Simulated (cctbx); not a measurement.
# Occupancies in MoS

Cell a = 10.3980 Å, b = 5.4120 Å, c = 5.6290 Å, α = 90.00°, β = 90.00°, γ = 90.00°; space group Aem2 (no. 39); nominal formula MoS.

The data are simulated with cctbx, not measured: Mo Kα, λ = 0.71073 Å, to d = 0.8 Å, 70 % of the full sphere, strongest reflection 40000 counts, noise from counting, a 3 % proportional error and a noise floor of 8 counts (s.d.); no absorption, and some extinction, which the refinements don't model.

With every site full:

```text
Rint 0.020, 341 unique reflections to 0.80 A
cycle     R1     wR2    GooF  max shift (A)
   1  0.0875  0.1958   8.079   0.00281
   2  0.0141  0.0348   1.437   0.00000
final R1 0.0141 wR2 0.0348 GooF 1.437  parameters 12  data/parameter 28.4
atom        x        y        z      Ueq    occ   su(xyz)  su(Uiso or U11)
Mo1    0.86645  0.75000  0.00123   0.0081  1.000  0.00002  0.0002
S1     0.90219  0.25000  0.04285   0.0129  1.000  0.00014  0.0005
difference map: max 0.25 min -0.75 rms 0.11
Q1    0.4860  0.2500  0.5062    4    0.26  3.96 A from Mo1
Q2    0.3254  0.1769  0.3510    8    0.25  2.63 A from S1
Q3    0.3310  0.1595  0.6576    8    0.25  2.56 A from S1
Q4    0.4507  0.2500  0.1541    4    0.24  3.41 A from Mo1
Q5    0.4430  0.2500  0.8570    4    0.23  3.32 A from Mo1
Q6    0.4085  0.1135  0.5108    8    0.21  3.32 A from S1
```

With the occupancies of the suspect sites free, each still typed as its main element:

```text
Rint 0.020, 341 unique reflections to 0.80 A
cycle     R1     wR2    GooF  max shift (A)
   1  0.0371  0.0900   3.720   0.00034
   9  0.0115  0.0265   1.095   0.00003
final R1 0.0115 wR2 0.0265 GooF 1.094  parameters 13  data/parameter 26.2
atom        x        y        z      Ueq    occ   su(xyz)  su(Uiso or U11)
Mo1    0.86642  0.75000  0.00126   0.0083  1.000  0.00002  0.0001
S1     0.90226  0.25000  0.04267   0.0093  0.925  0.00011  0.0004
su of occupancy S1: 0.005
difference map: max 0.20 min -0.52 rms 0.07
Q1    0.4428  0.2500  0.1491    4    0.21  3.32 A from Mo1
Q2    0.3323  0.1652  0.6429    8    0.20  2.55 A from S1
Q3    0.2465  0.2500  0.5063    4    0.20  1.56 A from S1
Q4    0.4105  0.1074  0.5097    8    0.19  3.35 A from S1
Q5    0.4232  0.1589  0.3304    8    0.19  3.57 A from Mo1
Q6    0.3162  0.2500  0.3674    4    0.18  2.48 A from S1
```

**Question.** What is the disorder?

X-rays count electrons. S1 refines to 0.925(0.005), or 14.8 electrons; the site truly holds 0.94 S, 15.0 electrons, which is 0.940 of S. A value under 1 can't tell vacancies from a lighter guest, and one over 1 needs a heavier guest; chemistry or a second radiation must settle which. Occupancy correlates with U and the scale, so the match is approximate.

Freeing them takes R1 from 0.0141 to 0.0115 and GooF from 1.44 to 1.09.

The model was made for the exercise: a known structure type with other elements put in, its volume estimated, not relaxed; displacement parameters are assumed.

[Middle refinement cycles are left out of these outputs.]

[Logs are printed without paths, hosts, clocks, repeated set-up lines and the standing remarks that a program may print on its own settings, such as how far it seeks lower states.]
